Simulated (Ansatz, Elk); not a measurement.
## K3Al: X-ray structure factors from the self-consistent density

Structure refinements treat a crystal as free atoms side by side. For a made-up structure of K3Al (cell and positions from a PBE relaxation) the runs below show what the calculated density changes in F(hkl).

Program: Elk 11.2.3 (patched build). Level of theory: DFT, PBE, all-electron APW+lo, Dirac cores, scalar-relativistic bands, static density, no spin. Results are calculated unless marked as measured.

The structure was built from a prototype and need not be the compound's stable phase.

### Step 1. The structure

The structure is hexagonal, space group P6_3/mmc (No. 194). Conventional cell: a = 8.262 Å, b = 8.262 Å, c = 6.518 Å, α = 90.00°, β = 90.00°, γ = 120.00°. K has 6 K at 3.81 to 4.15 Å and 4 Al at 3.93 to 4.13 Å nearest. Nearest to Al lie 12 K at 3.93 to 4.13 Å. Farther neighbours are not listed.

### Step 2. Ground state and structure factors

An all-electron density is needed, since X-rays see the cores too. Task 0 finds the density and task 195 Fourier-transforms it; tshift is off so that phases refer to the origin typed.

File elk.in:

```
tasks
  0
  195

xctype
  20

spinpol
  .false.

rgkmax
  7.0

gmaxvr
  14.0

lmaxo
  7

lmaxapw
  8

swidth
  0.002

tshift
  .false.

ramdisk
  .false.

hmaxvr
  5.5

maxscl
  120

epspot
  1e-06

sppath
  './'

avec
  15.61201483396 0.00000000000 0.00000000000
  -7.80600741698 13.52040145047 -0.00000000000
  0.00000000000 -0.00000000000 12.31691935771

atoms
  2
  'K.in'
  6
  0.1796192917 0.3592385834 0.2500000000   0.000000 0.000000 0.000000
  0.1796192917 0.8203807083 0.2500000000   0.000000 0.000000 0.000000
  0.6407614166 0.8203807083 0.2500000000   0.000000 0.000000 0.000000
  0.8203807083 0.6407614166 0.7500000000   0.000000 0.000000 0.000000
  0.8203807083 0.1796192917 0.7500000000   0.000000 0.000000 0.000000
  0.3592385834 0.1796192917 0.7500000000   0.000000 0.000000 0.000000
  'Al.in'
  2
  0.3333333333 0.6666666667 0.7500000000   0.000000 0.000000 0.000000
  0.6666666667 0.3333333333 0.2500000000   0.000000 0.000000 0.000000

ngridk
  3 3 4
```

Command:

```sh
OMP_NUM_THREADS=4 elk
```

Numbers of over 12 decimals in the logs are rounded to 6 here.

Output:

```text
┌─────────────────────────┐
│ Elk code version 11.2.3 │
└─────────────────────────┘

All units are atomic (Hartree, Bohr, etc.)

┌─────────────────────────────────────────────────┐
│ Ground-state run starting from atomic densities │
└─────────────────────────────────────────────────┘

Lattice vectors :
   15.61201483       0.000000000       0.000000000
  -7.806007417       13.52040145      -0.000000000
   0.000000000      -0.000000000       12.31691936

Reciprocal lattice vectors :
  0.4024583229      0.2323594211       0.000000000
  -0.000000000      0.4647188421       0.000000000
  -0.000000000       0.000000000      0.5101263656

Unit cell volume      :    2599.864058
Brillouin zone volume :   0.9540891672E-01

Muffin-tin inner radius fraction :   0.1000000000E-01

Nuclei treated as point charges

Species : 1 (K)
 parameters loaded from : K.in
 name : potassium
 nuclear charge    :   -19.00000000
 electronic charge :    19.00000000
 atomic mass :    71271.84090
 muffin-tin radius :    2.400000000
 number of radial points in muffin-tin :    993
 inner part over the whole radius :   0.9891652203E-02
 number on inner part of muffin-tin    :    697
 approximate nuclear radius :   0.6514746337E-04
 number of mesh points to nuclear radius :    319
 atomic positions (lattice), magnetic fields (Cartesian) :
  1 :   0.17961929  0.35923858  0.25000000    0.00000000  0.00000000  0.00000000
  2 :   0.17961929 -0.17961929  0.25000000    0.00000000  0.00000000  0.00000000
  3 :  -0.35923858 -0.17961929  0.25000000    0.00000000  0.00000000  0.00000000
  4 :  -0.17961929 -0.35923858 -0.25000000    0.00000000  0.00000000  0.00000000
  5 :  -0.17961929  0.17961929 -0.25000000    0.00000000  0.00000000  0.00000000
  6 :   0.35923858  0.17961929 -0.25000000    0.00000000  0.00000000  0.00000000

Species : 2 (Al)
 parameters loaded from : Al.in
 name : aluminium
 nuclear charge    :   -13.00000000
 electronic charge :    13.00000000
 atomic mass :    49184.33496
 muffin-tin radius :    2.200000000
 number of radial points in muffin-tin :    793
 inner part over the whole radius :   0.9821194981E-02
 number on inner part of muffin-tin    :    552
 approximate nuclear radius :   0.5839653600E-04
 number of mesh points to nuclear radius :    244
 atomic positions (lattice), magnetic fields (Cartesian) :
  1 :   0.33333333 -0.33333333 -0.25000000    0.00000000  0.00000000  0.00000000
  2 :  -0.33333333  0.33333333  0.25000000    0.00000000  0.00000000  0.00000000

Total number of atoms per unit cell :    8
Total muffin-tin volume :    436.6394909
 ratio of muffin-tin to unit cell volume :   0.1679470469

Spin treatment :
 spin-unpolarised

Number of Bravais lattice symmetries :   24
Number of crystal symmetries         :   24
Crystal has inversion symmetry
Real symmetric eigensolver will be used

k-point grid :      3     3     4
k-point offset :    0.000000000       0.000000000       0.000000000
k-point set is reduced with full crystal symmetry group
Total number of k-points :        9

Muffin-tin radius times maximum |G+k| :    7.000000000
 using average radius
Maximum |G+k| for APW functions       :    2.978723404
Maximum (1/2)|G+k|²                   :    4.436396560
Maximum |G| for potential and density :    14.00000000
Constant for pseudocharge density :    8
 order of it for each species :   15  15
 order of it for pair densities of each species (exact exchange by exxq0 0: 16) :   10   8
Radial integration step length :    1

G-vector grid sizes :     70    70    56
Number of G-vectors :   120445

Maximum angular momentum used for
 APW functions            :    8
 outer part of muffin-tin :    7
 inner part of muffin-tin :    2

Total nuclear charge    :   -140.0000000
Total core charge       :    68.00000000
Total valence charge    :    72.00000000
Total excess charge     :    0.000000000
Total electronic charge :    140.0000000

Effective Wigner radius, rₛ :    1.642774672

Number of empty states         :     32
[...]
Hartree                     :      1293.8862400512
 Madelung                    :     -4894.6761207007
 xc potential                :     -310.14328983566
 exchange                    :     -232.11624187043
 correlation                 :     -5.478940
 electron entropic           :    -0.27740351698747E-02
 total energy                :     -4099.8646987080

Density of states at Fermi energy :    206.4893677
 (states/Hartree/unit cell)

Estimated indirect band gap :   0.7868008236E-03
 from k-point 3 to k-point 1
Estimated direct band gap   :   0.2529914800E-02
 at k-point 1

Charges :
 core                        :    68.00000000
 valence                     :    72.00000000
 interstitial                :    12.41379203
 muffin-tins (core leakage)
  species : 1 (K)
[...]
species : 2 (Al)
[...]
total in muffin-tins        :    127.5862080
 total calculated charge     :    139.9990661
 total charge                :    140.0000000
 error                       :   0.9338894064E-03

RMS change in Kohn-Sham potential (target) :   0.4476657361     (  0.1000000000E-05)
Absolute change in total energy (target)   :   0.7226376696     (  0.1000000000E-03)

[... loops 3 to 13 left out ...]

┌──────────────────┐
│ Loop number : 14 │
└──────────────────┘

Energies :
 Fermi                       :     0.61292363327743E-01
 sum of occupied eigenvalues :     -2362.9341974566
 electron kinetic            :      4123.9612166065
 core electron kinetic       :      3789.7889617107
 Coulomb                     :     -7984.6664902644
 Coulomb potential           :     -6179.6111082621
 nuclear-nuclear             :     -518.50559272491
 electron-nuclear            :     -8760.7057341255
 Hartree                     :      1294.5448365860
 Madelung                    :     -4894.8609361334
 xc potential                :     -307.28430580102
 exchange                    :     -232.11157369726
 correlation                 :     -5.488664
 electron entropic           :    -0.28643675927690E-02
 total energy                :     -4098.3083759830

Density of states at Fermi energy :    220.3483791
 (states/Hartree/unit cell)

Estimated indirect band gap :   0.4178765656E-02
 from k-point 8 to k-point 7
Estimated direct band gap   :   0.1388329518E-01
 at k-point 4

Charges :
 core                        :    68.00000000
 valence                     :    72.00000000
 interstitial                :    12.42957773
 muffin-tins (core leakage)
  species : 1 (K)
[...]
species : 2 (Al)
[...]
total in muffin-tins        :    127.5704223
 total calculated charge     :    139.9990789
 total charge                :    140.0000000
 error                       :   0.9211287856E-03

RMS change in Kohn-Sham potential (target) :   0.5318178845E-06 (  0.1000000000E-05)
Absolute change in total energy (target)   :   0.7422042927E-04 (  0.1000000000E-03)

Convergence targets achieved

┌──────────────────┐
│ Loop number : 15 │
└──────────────────┘

Energies :
 Fermi                       :     0.61292392859210E-01
 sum of occupied eigenvalues :     -2362.9341807116
 electron kinetic            :      4123.9612326567
 core electron kinetic       :      3789.7889705515
 Coulomb                     :     -7984.6664916741
 Coulomb potential           :     -6179.6111146512
 nuclear-nuclear             :     -518.50559272491
 electron-nuclear            :     -8760.7057306869
 Hartree                     :      1294.5448317377
 Madelung                    :     -4894.8609343485
 xc potential                :     -307.28429871708
 exchange                    :     -232.11157335432
 correlation                 :     -5.488664
 electron entropic           :    -0.28643664841915E-02
 total energy                :     -4098.3083610490

Density of states at Fermi energy :    220.3484085
 (states/Hartree/unit cell)

Estimated indirect band gap :   0.4178665892E-02
 from k-point 8 to k-point 7
Estimated direct band gap   :   0.1388331099E-01
 at k-point 4

Charges :
 core                        :    68.00000000
 valence                     :    72.00000000
 interstitial                :    12.42957963
 muffin-tins (core leakage)
  species : 1 (K)
[...]
atom 6                    :    17.58244081     ( -0.1018048295E-06)
  species : 2 (Al)
   atom 1                    :    11.03788776     (  0.4561991816E-03)
   atom 2                    :    11.03788776     (  0.4561991816E-03)
 total in muffin-tins        :    127.5704204
 total calculated charge     :    139.9990789
 total charge                :    140.0000000
 error                       :   0.9211289952E-03

┌──────────────────────────────┐
│ Self-consistent loop stopped │
└──────────────────────────────┘

Warning : core states of species 2 leak from the muffin-tin :   0.4561991816E-03

Wrote STATE.OUT
```

It took 42 s on 4 threads of AMD EPYC 9B45 (Zen 5), shared host; peak memory 0.59 GiB; 88 s of CPU time.

SFACRHO.OUT:

```text

h k l indices transformed by vhmat matrix:
   1.000000000       0.000000000       0.000000000    
   0.000000000       1.000000000       0.000000000    
   0.000000000       0.000000000       1.000000000    

      h      k      l  multipl.   |H|            Re(F)            Im(F)           |F|

      0      0      0      1   0.0000000       140.00000     -0.92320199E-16   140.00000    
      1      0      0      6  0.46471884      -4.4260050     -0.10147602E-13   4.4260050    
      0      0      1      2  0.51012637      0.31242096E-13 -0.10147602E-13  0.32848781E-13
      1      0     -1      6  0.69006703       14.847215     -0.67650678E-14   14.847215    
      1      0      1      6  0.69006703      -14.847215      0.12402624E-13   14.847215    
     -2      1      0      6  0.80491665      -8.7701330      0.65767962E-14   8.7701330    
      0     -2      0      6  0.92943768      -55.759186     -0.27060271E-13   55.759186    
     -2      1     -1     12  0.95295315     -0.11937637E-07  0.45100452E-14  0.11937637E-07
      0      0     -2      2   1.0202527      -110.51944     -0.81723710E-15   110.51944    
     -2      0      1      6   1.0602280       92.580350      0.42845430E-13   92.580350    
      2     -2     -1      6   1.0602280      -92.580350      0.95838461E-14   92.580350    
      0      1      2      6   1.1211063       3.0087192      -0.0000000       3.0087192    
      0      1     -2      6   1.1211063       3.0087192      0.45100452E-14   3.0087192    
     -1      3      0     12   1.2295305       19.975687     -0.41717918E-13   19.975687    
     -1     -1      2     12   1.2995409       7.8485574      0.21818432E-13   7.8485574    
     -3      1     -1     12   1.3311552       1.4215911      0.73288235E-14   1.4215911    
      1      2      1     12   1.3311552      -1.4215911     -0.29879050E-13   1.4215911    
      2      0      2      6   1.3801341       48.576637     -0.33825339E-13   48.576637
```

Elk indexes on the primitive cell of elk.in and gives |H| = 4π sin θ/λ in inverse bohr. Below, one row stands for each form hkl of the conventional cell (m members, Friedel mates merged), F is for one primitive cell and the density is static (no thermal factor). Free-atom factors are Waasmaier and Kirfel's, and R is Σm||F|−|F'||/Σm|F|.

| hkl | m | sin θ/λ (Å⁻¹) | abs F, DFT | neutral atoms | diff. |
| --- | --- | --- | --- | --- | --- |
| 100 | 6 | 0.070 | 4.426 | 4.156 | +0.270 |
| 001 | 2 | 0.077 | 0.000 | 0.000 | +0.000 |
| 101 | 12 | 0.104 | 14.847 | 15.088 | -0.241 |
| 110 | 6 | 0.121 | 8.770 | 8.892 | -0.122 |
| 200 | 6 | 0.140 | 55.759 | 55.819 | -0.060 |
| 111 | 12 | 0.143 | 0.000 | 0.000 | +0.000 |
| 002 | 2 | 0.153 | 110.519 | 110.825 | -0.306 |
| 201 | 12 | 0.159 | 92.580 | 92.714 | -0.134 |
| 102 | 12 | 0.169 | 3.009 | 3.171 | -0.162 |
| 210 | 12 | 0.185 | 19.976 | 19.903 | +0.073 |
| 112 | 12 | 0.195 | 7.849 | 7.621 | +0.228 |
| 211 | 24 | 0.200 | 1.422 | 1.569 | -0.147 |
| 202 | 12 | 0.207 | 48.577 | 48.575 | +0.002 |
| 300 | 6 | 0.210 | 10.537 | 10.393 | +0.144 |
| 301 | 12 | 0.223 | 24.827 | 24.830 | -0.003 |
| 003 | 2 | 0.230 | 0.000 | 0.000 | +0.000 |
| 212 | 24 | 0.240 | 17.404 | 17.325 | +0.079 |
| 103 | 12 | 0.240 | 11.195 | 11.053 | +0.142 |

### Step 3. The highest occupied states alone

An energy window below the Fermi level keeps the highest occupied states, to see at which angles they scatter; shallow core shells can lie inside it and anion s states outside. No new self-consistency is needed.

elk.in, as its differences from that of step 2:

```diff
@@ -1,3 +1,2 @@
 tasks
-  0
   195
@@ -40,2 +39,5 @@
 
+wsfac
+  -0.379700 0.361290
+
 sppath
```

Command:

```sh
OMP_NUM_THREADS=4 elk
```

Output:

```text
┌─────────────────────────────────┐
│ Elk code version 11.2.3 started │
└─────────────────────────────────┘

Info(readinput): the functional depends on the density's gradient
 muffin-tin radial points multiplied by    2.00000
 (not where nrmtscf is given)

┌────────────────────┐
│ Current task : 195 │
└────────────────────┘

Info(sfacrho): density structure factors written to SFACRHO.OUT

 Energy window :  -0.3797000000      0.3612900000

┌──────────────────┐
│ Elk code stopped │
└──────────────────┘
```

Elapsed: 18 s, on 4 threads; peak memory 0.32 GiB.

States within 12 eV below the Fermi level hold 12.00 electrons; any levels below the window count with the cores. Their amplitudes can exceed the total, where window and core parts have opposite phase:

| hkl | sin θ/λ (Å⁻¹) | abs F, window | abs F, all |
| --- | --- | --- | --- |
| 100 | 0.070 | 2.269 | 4.426 |
| 001 | 0.077 | 0.000 | 0.000 |
| 101 | 0.104 | 2.580 | 14.847 |
| 110 | 0.121 | 2.299 | 8.770 |
| 200 | 0.140 | 0.678 | 55.759 |
| 111 | 0.143 | 0.000 | 0.000 |
| 002 | 0.153 | 0.781 | 110.519 |
| 201 | 0.159 | 0.692 | 92.580 |
| 102 | 0.169 | 0.285 | 3.009 |
| 210 | 0.185 | 0.213 | 19.976 |

### Step 4. Another functional

The difference from free atoms is small, so it is set against the change that PBEsol makes.

elk.in, as its differences from that of step 3:

```diff
@@ -1,2 +1,3 @@
 tasks
+  0
   195
@@ -4,3 +5,3 @@
 xctype
-  20
+  22
 
@@ -39,5 +40,2 @@
 
-wsfac
-  -0.379700 0.361290
-
 sppath
```

Command:

```sh
OMP_NUM_THREADS=4 elk
```

Output:

```text
┌─────────────────────────┐
│ Elk code version 11.2.3 │
└─────────────────────────┘

All units are atomic (Hartree, Bohr, etc.)

┌─────────────────────────────────────────────────┐
│ Ground-state run starting from atomic densities │
└─────────────────────────────────────────────────┘

Lattice vectors :
   15.61201483       0.000000000       0.000000000
  -7.806007417       13.52040145      -0.000000000
   0.000000000      -0.000000000       12.31691936

Reciprocal lattice vectors :
  0.4024583229      0.2323594211       0.000000000
[...]
muffin-tins (core leakage)
  species : 1 (K)
[...]
species : 2 (Al)
   atom 1                    :    11.03111924     (  0.4638393251E-03)
   atom 2                    :    11.03111924     (  0.4638393251E-03)
 total in muffin-tins        :    127.5305997
 total calculated charge     :    139.9990634
 total charge                :    140.0000000
 error                       :   0.9365856374E-03

┌──────────────────────────────┐
│ Self-consistent loop stopped │
└──────────────────────────────┘

Warning : core states of species 2 leak from the muffin-tin :   0.4638393251E-03

Wrote STATE.OUT
[key lines of the parts left out:]
total energy                :     -4092.5544240844
```

It took 42 s on 4 threads; peak memory 0.6 GiB.

Against the first run R = 0.04 %; the largest change is -0.047 at 002.

### Step 5. Basis size

A smaller basis shows how fast F responds to it; the change is likely larger than the basis error of the first run, but doesn't show convergence.

elk.in, as its differences from that of step 4:

```diff
@@ -5,3 +5,3 @@
 xctype
-  22
+  20
 
@@ -11,3 +11,3 @@
 rgkmax
-  7.0
+  5.5
```

Command:

```sh
OMP_NUM_THREADS=4 elk
```

Output:

```text
┌─────────────────────────┐
│ Elk code version 11.2.3 │
└─────────────────────────┘

All units are atomic (Hartree, Bohr, etc.)

┌─────────────────────────────────────────────────┐
│ Ground-state run starting from atomic densities │
└─────────────────────────────────────────────────┘

Lattice vectors :
   15.61201483       0.000000000       0.000000000
  -7.806007417       13.52040145      -0.000000000
   0.000000000      -0.000000000       12.31691936

Reciprocal lattice vectors :
  0.4024583229      0.2323594211       0.000000000
[...]
muffin-tins (core leakage)
  species : 1 (K)
[...]
species : 2 (Al)
   atom 1                    :    11.03495419     (  0.4568860695E-03)
   atom 2                    :    11.03495419     (  0.4568860695E-03)
 total in muffin-tins        :    127.4081225
 total calculated charge     :    139.9990403
 total charge                :    140.0000000
 error                       :   0.9597041381E-03

┌──────────────────────────────┐
│ Self-consistent loop stopped │
└──────────────────────────────┘

Warning : core states of species 2 leak from the muffin-tin :   0.4568860695E-03

Wrote STATE.OUT
[key lines of the parts left out:]
total energy                :     -4098.1871817739
```

Wall time 33 s (4 threads); peak memory 0.41 GiB.

Against the first run R = 0.05 %; the largest change is +0.055 at 224.

### Step 6. Settings against the effect

| run | R against the first run (%) | R against neutral atoms, low angle (%) | wall time |
| --- | --- | --- | --- |
| PBE, rgkmax 7 | 0.00 | 0.39 | 42 s |
| PBEsol | 0.04 | 0.36 | 42 s |
| rgkmax 5.5 | 0.05 | 0.37 | 33 s |

### Step 7. Outcome

| Item | Value |
| --- | --- |
| R against neutral atoms, sin θ/λ < 0.3 Å⁻¹ | 0.39 % |
| R against neutral atoms, 0.3 to 0.56 Å⁻¹ | 0.18 % |

**Reading.** Independent neutral atoms miss the calculated amplitudes by R = 0.39 % below 0.3 Å⁻¹ and 0.18 % from there to 0.56 Å⁻¹; by shells, 0.95 % below 0.15 Å⁻¹ (4 forms), 0.34 % 0.15 to 0.3 (21 forms), 0.22 % 0.3 to 0.45 (47 forms), 0.14 % above 0.45 (61 forms). Bonding, aspherical density and the tables' own atoms all enter these figures, and the runs don't part them. The largest change of an amplitude is -0.31 electrons, at 002. The window's part falls from 12.0 electrons at the origin to at most 0.11 between 0.45 and 0.56 Å⁻¹. Below 0.3 Å⁻¹ the changes that finished (PBEsol and rgkmax 5.5) move F by R = 0.06 % at most, against the 0.39 % that separates it from free atoms. The k-mesh has no finished test. Part of the difference isn't bonding: the tables are fits to free atoms and ions calculated by other methods than this functional. Thermal motion, anomalous dispersion and extinction are left out.

[Logs are printed without paths, hosts, clocks, repeated set-up lines and the standing remarks that a program may print on its own settings, such as how far it seeks lower states.]

[Hosts, paths, dates, database ids (printed as entryN), source tags and the programs' standing remarks are cut or masked in the printed files.]
